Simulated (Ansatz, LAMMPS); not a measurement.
# Amorphous SnO2 (108 atoms): atom by atom

This is step 2 of a relaxation. Method: Kohn-Sham DFT, PBE, PAW (set soft_2), plane waves (Ansatz 0.2.0); cutoff 420 eV, Γ point, fixed occupations; density 6.17 g/cm³.

Cell vectors (Å):

```
11.343 0.000 0.000
0.000 11.343 0.000
0.000 0.000 11.343
```

Positions (Å):

```
1 Sn 9.611 5.400 2.711
2 Sn 10.979 1.921 5.895
3 Sn 6.845 0.460 8.372
4 Sn 8.533 7.370 0.296
5 Sn 10.916 9.322 9.981
6 Sn 7.152 8.986 2.761
7 Sn 2.025 6.407 7.534
8 Sn 4.399 7.289 0.135
9 Sn 9.580 6.999 8.207
10 Sn 0.124 7.399 5.101
11 Sn 8.397 3.937 7.140
12 Sn 5.115 4.811 9.013
13 Sn 10.423 10.049 1.655
14 Sn 2.427 2.901 7.654
15 Sn 11.005 3.884 9.241
16 Sn 3.849 4.422 2.146
17 Sn 4.325 10.403 0.603
18 Sn 9.073 1.241 11.163
19 Sn 1.636 0.927 3.005
20 Sn 4.358 2.153 10.639
21 Sn 6.030 1.198 2.452
22 Sn 7.782 6.880 5.312
23 Sn 4.008 0.838 5.767
24 Sn 0.808 6.804 0.197
25 Sn 1.608 4.577 4.309
26 Sn 1.254 0.678 10.389
27 Sn 1.109 3.579 1.088
28 Sn 9.975 9.976 6.325
29 Sn 2.269 9.107 2.888
30 Sn 4.781 8.497 5.627
31 Sn 5.135 4.520 5.723
32 Sn 6.393 8.142 8.735
33 Sn 7.382 1.459 5.482
34 Sn 9.420 2.215 3.017
35 Sn 1.895 10.174 7.191
36 Sn 6.975 4.031 1.014
37 O 5.553 3.284 2.254
38 O 11.159 1.477 3.879
39 O 5.008 5.804 1.338
40 O 8.122 7.510 9.700
41 O 5.789 3.771 10.684
42 O 1.125 10.400 9.110
43 O 3.760 10.162 6.300
44 O 8.862 5.244 5.756
45 O 11.239 6.693 7.065
46 O 1.216 3.225 5.825
47 O 0.819 7.807 3.248
48 O 3.174 0.302 10.633
49 O 9.545 8.207 5.340
50 O 10.325 6.681 1.259
51 O 10.957 7.259 9.840
52 O 10.335 3.016 7.484
53 O 3.699 4.708 4.158
54 O 6.488 4.611 7.652
55 O 1.870 6.235 5.500
56 O 1.361 4.639 8.250
57 O 1.168 2.329 9.282
58 O 1.881 5.335 2.036
59 O 9.015 9.531 2.905
60 O 3.513 8.628 1.369
61 O 2.641 0.828 7.454
62 O 5.045 9.032 10.570
63 O 4.977 7.795 7.395
64 O 9.350 5.035 8.732
65 O 0.632 10.469 2.797
66 O 7.856 2.022 7.469
67 O 5.111 0.944 0.715
68 O 7.799 7.374 7.291
69 O 11.069 5.511 4.154
70 O 10.691 3.679 2.102
71 O 2.080 2.978 2.971
72 O 3.154 3.337 0.528
73 O 9.713 0.675 1.662
74 O 3.978 2.873 6.313
75 O 2.355 8.284 7.886
76 O 0.575 9.347 5.790
77 O 8.462 11.106 5.860
78 O 8.286 6.796 3.331
79 O 6.005 10.468 2.055
80 O 2.603 6.720 10.676
81 O 9.197 2.553 5.113
82 O 5.895 0.505 6.500
83 O 5.805 6.306 5.155
84 O 1.025 1.546 0.950
85 O 7.597 2.112 0.921
86 O 10.770 11.213 10.869
87 O 6.855 9.893 8.124
88 O 11.242 0.185 6.804
89 O 3.093 10.941 2.227
90 O 3.676 3.393 9.177
91 O 8.168 0.240 9.826
92 O 3.644 8.354 4.087
93 O 0.714 8.936 0.468
94 O 3.866 5.373 7.385
95 O 8.187 5.442 0.507
96 O 6.637 3.330 5.223
97 O 8.229 3.925 2.797
98 O 7.721 1.143 3.494
99 O 6.797 7.937 1.121
100 O 2.223 0.557 4.846
101 O 9.995 2.823 10.552
102 O 5.428 6.610 9.823
103 O 4.950 1.053 4.037
104 O 0.498 4.808 10.931
105 O 6.622 8.655 4.663
106 O 5.298 1.194 9.252
107 O 9.346 9.227 0.078
108 O 9.924 9.145 8.207
```

**Question.** What force acts on each atom?

Columns: atom, fx, fy, fz (forces in eV/Å).

```
1 0.077 0.051 -0.259
2 -0.039 -0.009 -0.138
3 -0.302 0.483 0.445
4 -0.182 -0.153 -0.131
5 0.054 0.354 -0.286
6 0.064 -0.229 0.207
7 -0.143 -0.182 0.006
8 -0.037 -0.108 -0.396
9 -0.100 0.478 0.121
10 -0.129 -0.225 -0.068
11 0.232 -0.273 -0.105
12 -0.352 0.078 0.067
13 0.106 0.013 -0.403
14 -0.208 0.151 -0.135
15 0.207 -0.234 -0.337
16 -0.065 -0.196 0.137
17 0.239 0.246 0.132
18 0.063 0.004 -0.314
19 0.067 0.138 -0.359
20 0.236 0.004 0.199
21 0.222 0.170 -0.437
22 -0.241 0.231 -0.383
23 -0.134 -0.214 0.038
24 -0.122 -0.188 0.229
25 0.017 0.188 -0.184
26 -0.441 -0.116 0.120
27 0.051 -0.185 -0.129
28 -0.469 0.393 -0.093
29 -0.079 0.436 0.369
30 0.360 -0.128 -0.393
31 -0.241 -0.158 0.496
32 0.005 0.108 0.290
33 -0.194 -0.212 0.090
34 0.066 0.120 -0.033
35 -0.188 0.256 -0.248
36 -0.307 0.298 0.242
37 -0.165 -0.129 0.057
38 -0.174 0.172 0.036
39 0.170 0.098 -0.089
40 0.053 -0.106 0.316
41 -0.005 -0.113 -0.170
42 0.007 -0.303 -0.085
43 -0.057 -0.129 -0.085
44 -0.061 0.480 0.178
45 -0.001 0.198 0.071
46 0.215 -0.070 0.235
47 0.063 0.133 -0.240
48 -0.126 0.137 0.118
49 0.410 -0.264 0.228
50 0.099 0.408 -0.113
51 0.233 0.303 0.332
52 -0.135 0.261 0.191
53 -0.030 -0.017 -0.073
54 0.127 -0.052 -0.631
55 0.197 0.280 -0.078
56 -0.038 0.034 -0.045
57 -0.217 -0.102 0.072
58 0.000 -0.047 -0.095
59 0.217 0.071 0.229
60 0.202 -0.306 -0.465
61 0.210 0.337 -0.008
62 -0.249 0.429 0.275
63 0.153 -0.224 0.402
64 -0.174 0.097 0.013
65 0.088 -0.036 0.247
66 -0.095 -0.051 0.054
67 -0.029 0.289 -0.059
68 -0.075 -0.249 -0.351
69 0.045 -0.186 0.019
70 -0.279 -0.042 0.241
71 -0.091 0.128 0.043
72 -0.015 0.117 0.090
73 -0.183 0.110 -0.087
74 -0.057 -0.064 0.075
75 -0.230 0.125 0.070
76 0.303 -0.487 0.021
77 0.359 -0.276 0.117
78 -0.152 0.059 -0.085
79 -0.041 -0.249 0.060
80 0.324 0.017 0.173
81 0.376 -0.053 0.051
82 0.020 0.242 -0.202
83 -0.033 0.100 0.032
84 0.177 -0.137 0.004
85 -0.071 -0.100 0.095
86 0.448 0.006 -0.186
87 0.078 -0.308 -0.273
88 0.035 0.129 0.362
89 -0.245 0.182 0.112
90 0.035 0.153 0.065
91 0.028 -0.508 -0.068
92 -0.095 -0.234 -0.132
93 -0.489 -0.392 -0.210
94 -0.129 -0.272 0.025
95 0.374 -0.562 0.127
96 0.140 0.200 0.198
97 0.018 0.041 -0.076
98 -0.083 -0.395 0.071
99 0.023 -0.012 0.011
100 -0.045 -0.081 0.036
101 0.072 0.075 0.353
102 0.176 -0.439 -0.041
103 -0.087 0.155 0.234
104 -0.018 -0.077 0.161
105 0.120 0.446 0.163
106 0.090 -0.138 -0.460
107 0.133 -0.029 0.123
108 0.064 -0.166 -0.134
```

The quench rate of 50 K/ps is many orders above laboratory rates, so the cell is likely richer in defects and strain than a real sample. The network of bonds at the start is that of the classical potential that made the cell. Only the Γ point is sampled, in a cell whose shortest periodic width is 11 Å.

The r.m.s. force component is 0.213 eV/Å; the longest force, 0.723 eV/Å, acts on Sn3. The energy lies 27.5 meV/atom below that of the first step of this run.

[Logs are printed without paths, hosts, clocks, repeated set-up lines and the standing remarks that a program may print on its own settings, such as how far it seeks lower states.]

[Hosts, paths, dates, database ids (printed as entryN), source tags and the programs' standing remarks are cut or masked in the printed files.]
